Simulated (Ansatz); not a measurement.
**Li(100) film, 1 layer, flat: channels in plane against thickness**

Wanted: in-plane conductance by layer count, from Li(100) film, 1 layer, flat.

Program: Ansatz 0.2.0. Level of theory: Ansatz plane-wave DFT, PBE, PAW files; ballistic transport by layer matching (Landauer), zero bias. Results are calculated unless marked as measured.

This is a report of a sequence of runs, with most program output left out.

### 1. Starting point

The cell holds 1 atom: 1 Li. Cell: a = 11.000 Å, b = 3.510 Å, c = 3.510 Å, α = 90.0°, β = 90.0°, γ = 90.0°. It derives from Li. Vacuum lies along a. The structure's axis is c.

### 2. With 1 layer

Vacuum lies along the first vector, which takes one k-point, and the current runs in the film's plane. One period is a perfect wire, so its channels are the result. Energies from -0.27 to 0.27 eV in steps of 0.036 eV cover the slope of the Fermi function at 300 K, so the program can form a conductance.

input.yaml

```yaml
crystal:
  lattice:
    - [11.0, 0.0, 0.0]
    - [0.0, 3.51, 0.0]
    - [0.0, 0.0, 3.51]
  atoms:
    - { symbol: Li, position: [0.4090909091, 0.0, 0.0] }
kpoints:
  mp_grid: { grid: [1, 12, 12] }
hamiltonian:
  xc: pbe
scf:
  occupations: { method: fermi_dirac, width: 0.1 }
output:
  transmission:
    leads: [[0, 0]]
    kmesh: [1, 36]
    e_range: [-0.27, 0.27]
    de: 0.036
```

Launch:

```bash
ansatz run input.yaml --threads 4 --pin off --max-ram 8192MiB --backend cpu --events-out ev --progress --plain --runs-dir out
```

The job ended after 95 s (4 threads of Intel Xeon Platinum 8259CL at 2.50GHz (Skylake/Cascade Lake), shared host; peak memory 1.1 GiB; 6 min of CPU time).

Numbers from this step:

* free energy: -203.9722 eV
* energy at zero smearing: -203.9616 eV
* Fermi energy: -2.340 eV
* cell area: 38.61 Å²
* estimated errors of the lead's conductance: 0, 10.9, 0.2 % (band edges, k-mesh, distance from neutral)
* lead conductance per cell: 0.8068 G₀

Per spin. The open channels, zone mean, lead by energy, zero at the Fermi level:

| energy (eV) | open channels, zone mean, lead |
| --- | --- |
| -0.270 | 0.75 |
| -0.234 | 0.75 |
| -0.198 | 0.75 |
| -0.162 | 0.75 |
| -0.126 | 0.75 |
| -0.090 | 0.806 |
| -0.054 | 0.806 |
| -0.018 | 0.806 |
| 0.018 | 0.806 |
| 0.054 | 0.806 |
| 0.090 | 0.861 |
| 0.126 | 0.861 |
| 0.162 | 0.861 |
| 0.198 | 0.861 |
| 0.234 | 0.861 |
| 0.270 | 0.861 |

The program's largest error estimate for it is 11 %, from the k-mesh.

### 3. With 2 layers, thickness 3.51 A

The film grows to 2 layers.

System of this step: Li(100) film, 2 layers, flat. The cell holds 2 atoms: 2 Li. Its edges and angles: a = 12.755 Å, b = 3.510 Å, c = 3.510 Å, α = 90.0°, β = 90.0°, γ = 90.0°. It derives from Li. Vacuum lies along a. The structure's axis is c.

input.yaml, the sections that differ from step 2:

```yaml
crystal:
  lattice:
    - [12.755, 0.0, 0.0]
    - [0.0, 3.51, 0.0]
    - [0.0, 0.0, 3.51]
  atoms:
    - { symbol: Li, position: [0.3528028224, 0.0, 0.0] }
    - { symbol: Li, position: [0.4903959232, 0.5, 0.5] }
# kpoints, hamiltonian, scf, output: as in step 2
```

It took 2.6 min on 4 threads; peak memory 1.4 GiB.

This step gave:

```yaml
free_energy: -408.6607 eV
energy_at_zero_smearing: -408.6384 eV
fermi_energy: -1.749 eV
cell_area: 44.77 Å²
estimated_errors_of_the_lead_s_conductance: 0, 2.9, 0.7 % (band edges, k-mesh, distance from neutral)
lead_conductance_per_cell: 1.463 G₀
```

Per spin. Table of open channels, zone mean, lead by energy, zero at the Fermi level:

| energy (eV) | open channels, zone mean, lead |
| --- | --- |
| -0.270 | 1.22 |
| -0.234 | 1.28 |
| -0.198 | 1.33 |
| -0.162 | 1.33 |
| -0.126 | 1.33 |
| -0.090 | 1.39 |
| -0.054 | 1.39 |
| -0.018 | 1.44 |
| 0.018 | 1.5 |
| 0.054 | 1.5 |
| 0.090 | 1.5 |
| 0.126 | 1.56 |
| 0.162 | 1.56 |
| 0.198 | 1.56 |
| 0.234 | 1.67 |
| 0.270 | 1.67 |

The lead conductance per cell is 1.46 G₀, 1.8 times the 0.807 G₀ of the last finished run.

### 4. With 3 layers, thickness 5.265 A

The film grows to 3 layers.

System of this step: Li(100) film, 3 layers, flat. The cell holds 3 atoms: 3 Li. Its edges and angles: a = 14.510 Å, b = 3.510 Å, c = 3.510 Å, α = 90.0°, β = 90.0°, γ = 90.0°. It derives from Li. Vacuum lies along a. The structure's axis is c.

input.yaml, the sections that differ from step 3:

```yaml
crystal:
  lattice:
    - [14.51, 0.0, 0.0]
    - [0.0, 3.51, 0.0]
    - [0.0, 0.0, 3.51]
  atoms:
    - { symbol: Li, position: [0.3101309442, 0.0, 0.0] }
    - { symbol: Li, position: [0.4310820124, 0.5, 0.5] }
    - { symbol: Li, position: [0.5520330806, 0.0, 0.0] }
# kpoints, hamiltonian, scf, output: as in step 3
```

Wall time 3.8 min (4 threads); peak memory 1.7 GiB.

Numbers from this step:

- free energy: -613.3727 eV
- energy at zero smearing: -613.3484 eV
- Fermi energy: -1.386 eV
- cell area: 50.93 Å²
- estimated errors of the lead's conductance: 0, 10.4, 0.3 % (band edges, k-mesh, distance from neutral)
- lead conductance per cell: 1.877 G₀

Per spin. The open channels, zone mean, lead by energy, zero at the Fermi level:

| energy (eV) | open channels, zone mean, lead |
| --- | --- |
| -0.270 | 1.67 |
| -0.234 | 1.78 |
| -0.198 | 1.78 |
| -0.162 | 1.72 |
| -0.126 | 1.83 |
| -0.090 | 1.83 |
| -0.054 | 1.83 |
| -0.018 | 1.89 |
| 0.018 | 1.89 |
| 0.054 | 1.89 |
| 0.090 | 1.94 |
| 0.126 | 1.94 |
| 0.162 | 2 |
| 0.198 | 2 |
| 0.234 | 2.14 |
| 0.270 | 2.19 |

The lead conductance per cell is 1.88 G₀, 28 % over the 1.46 G₀ of the last finished run.

### 5. With 4 layers, thickness 7.02 A

The film grows to 4 layers.

System of this step: Li(100) film, 4 layers, flat. The cell holds 4 atoms: 4 Li. Cell: a = 16.265 Å, b = 3.510 Å, c = 3.510 Å, α = 90.0°, β = 90.0°, γ = 90.0°. It derives from Li. Vacuum lies along a. The structure's axis is c.

input.yaml, the sections that differ from step 4:

```yaml
crystal:
  lattice:
    - [16.265, 0.0, 0.0]
    - [0.0, 3.51, 0.0]
    - [0.0, 0.0, 3.51]
  atoms:
    - { symbol: Li, position: [0.2766676914, 0.0, 0.0] }
    - { symbol: Li, position: [0.384568091, 0.5, 0.5] }
    - { symbol: Li, position: [0.4924684906, 0.0, 0.0] }
    - { symbol: Li, position: [0.6003688903, 0.5, 0.5] }
# kpoints, hamiltonian, scf, output: as in step 4
```

Run time: 5.4 min. Hardware: 4 threads; peak memory 2.1 GiB.

This step gave:

| Quantity | Value |
| --- | --- |
| free energy | -818.0516 eV |
| energy at zero smearing | -818.0130 eV |
| Fermi energy | -1.234 eV |
| cell area | 57.09 Å² |
| estimated errors of the lead's conductance | 0, 7.5, 0.5 % (band edges, k-mesh, distance from neutral) |
| lead conductance per cell | 2.477 G₀ |

Per spin. The open channels, zone mean, lead by energy, zero at the Fermi level:

| energy (eV) | open channels, zone mean, lead |
| --- | --- |
| -0.270 | 1.97 |
| -0.234 | 1.97 |
| -0.198 | 2.14 |
| -0.162 | 2.25 |
| -0.126 | 2.31 |
| -0.090 | 2.36 |
| -0.054 | 2.36 |
| -0.018 | 2.42 |
| 0.018 | 2.47 |
| 0.054 | 2.58 |
| 0.090 | 2.58 |
| 0.126 | 2.69 |
| 0.162 | 2.69 |
| 0.198 | 2.69 |
| 0.234 | 2.75 |
| 0.270 | 2.81 |

The lead conductance per cell is 2.48 G₀, 32 % over the 1.88 G₀ of the last finished run.

### 6. With 5 layers, thickness 8.775 A

The film grows to 5 layers.

System of this step: Li(100) film, 5 layers, flat. The cell holds 5 atoms: 5 Li. Cell: a = 18.020 Å, b = 3.510 Å, c = 3.510 Å, α = 90.0°, β = 90.0°, γ = 90.0°. It derives from Li. Vacuum lies along a. The structure's axis is c.

input.yaml, the sections that differ from step 5:

```yaml
crystal:
  lattice:
    - [18.02, 0.0, 0.0]
    - [0.0, 3.51, 0.0]
    - [0.0, 0.0, 3.51]
  atoms:
    - { symbol: Li, position: [0.2497225305, 0.0, 0.0] }
    - { symbol: Li, position: [0.3471143174, 0.5, 0.5] }
    - { symbol: Li, position: [0.4445061043, 0.0, 0.0] }
    - { symbol: Li, position: [0.5418978912, 0.5, 0.5] }
    - { symbol: Li, position: [0.6392896781, 0.0, 0.0] }
# kpoints, hamiltonian, scf, output: as in step 5
```

It took 9.2 min on 4 threads; peak memory 2.5 GiB; 34 min of CPU time.

Numbers from this step:

```
free energy                                : -1022.7430 eV
energy at zero smearing                    : -1022.6962 eV
Fermi energy                               : -0.9673 eV
cell area                                  : 63.25 Å²
estimated errors of the lead's conductance : 0, 2.8, 0.2 % (band edges, k-mesh, distance from neutral)
lead conductance per cell                  : 3.018 G₀
```

Per spin. Table of open channels, zone mean, lead by energy, zero at the Fermi level:

| energy (eV) | open channels, zone mean, lead |
| --- | --- |
| -0.270 | 2.58 |
| -0.234 | 2.64 |
| -0.198 | 2.64 |
| -0.162 | 2.64 |
| -0.126 | 2.69 |
| -0.090 | 2.81 |
| -0.054 | 3 |
| -0.018 | 3.06 |
| 0.018 | 3.06 |
| 0.054 | 2.94 |
| 0.090 | 3.06 |
| 0.126 | 3.22 |
| 0.162 | 3.22 |
| 0.198 | 3.44 |
| 0.234 | 3.44 |
| 0.270 | 3.56 |

The lead conductance per cell is 3.02 G₀, 22 % over the 2.48 G₀ of the last finished run.

### 7. The ladder

Times are for 4 threads of Intel Xeon Platinum 8259CL at 2.50GHz (Skylake/Cascade Lake), shared host. The series side by side:

| no. | layers | lead conductance per cell (G₀) | time | memory (GiB) |
| --- | --- | --- | --- | --- |
| 1 | 1 | 0.8068 | 95 s | 1.1 |
| 2 | 2 | 1.463 | 2.6 min | 1.4 |
| 3 | 3 | 1.877 | 3.8 min | 1.7 |
| 4 | 4 | 2.477 | 5.4 min | 2.1 |
| 5 | 5 | 3.018 | 9.2 min | 2.5 |

The runs together. The open channels, zone mean by energy, zero at the Fermi level:

| energy (eV) | 1 | 2 | 3 | 4 | 5 |
| --- | --- | --- | --- | --- | --- |
| -0.270 | 0.75 | 1.22 | 1.67 | 1.97 | 2.58 |
| -0.234 | 0.75 | 1.28 | 1.78 | 1.97 | 2.64 |
| -0.198 | 0.75 | 1.33 | 1.78 | 2.14 | 2.64 |
| -0.162 | 0.75 | 1.33 | 1.72 | 2.25 | 2.64 |
| -0.126 | 0.75 | 1.33 | 1.83 | 2.31 | 2.69 |
| -0.090 | 0.806 | 1.39 | 1.83 | 2.36 | 2.81 |
| -0.054 | 0.806 | 1.39 | 1.83 | 2.36 | 3 |
| -0.018 | 0.806 | 1.44 | 1.89 | 2.42 | 3.06 |
| 0.018 | 0.806 | 1.5 | 1.89 | 2.47 | 3.06 |
| 0.054 | 0.806 | 1.5 | 1.89 | 2.58 | 2.94 |
| 0.090 | 0.861 | 1.5 | 1.94 | 2.58 | 3.06 |
| 0.126 | 0.861 | 1.56 | 1.94 | 2.69 | 3.22 |
| 0.162 | 0.861 | 1.56 | 2 | 2.69 | 3.22 |
| 0.198 | 0.861 | 1.56 | 2 | 2.69 | 3.44 |
| 0.234 | 0.861 | 1.67 | 2.14 | 2.75 | 3.44 |
| 0.270 | 0.861 | 1.67 | 2.19 | 2.81 | 3.56 |

### 8. What came out

| Quantity | Value |
| --- | --- |
| conductance per cell, 1 layer | 0.807 G₀ |
| conductance per cell, 2 layers | 1.46 G₀ |
| conductance per cell, 3 layers | 1.88 G₀ |
| conductance per cell, 4 layers | 2.48 G₀ |
| conductance per cell, 5 layers | 3.02 G₀ |

**Reading.** The conductance per cell width goes from 0.807 G0 at 1 to 3.02 G0 at 5 layers. Over the film's own cross-section (layers × spacing × width) the conductance runs from 1.0 to 0.76×10¹⁵ S/m²; that nominal section leaves out the charge that spills into the vacuum, which flatters the thinnest films. The gains from one thickness to the next are 0.66, 0.41, 0.60 and 0.54 G0 per added layer; their spread isn't beyond the error estimates. The film repeats perfectly along the current, so nothing scatters; its faces are clean and not relaxed. The program's error estimates for the conductances, leads' steps apart, run from 2.8 to 11 %.

[Logs are printed without paths, hosts, clocks, repeated set-up lines and the standing remarks that a program may print on its own settings, such as how far it seeks lower states.]

[Hosts, paths, dates, database ids (printed as entryN), source tags and the programs' standing remarks are cut or masked in the printed files.]
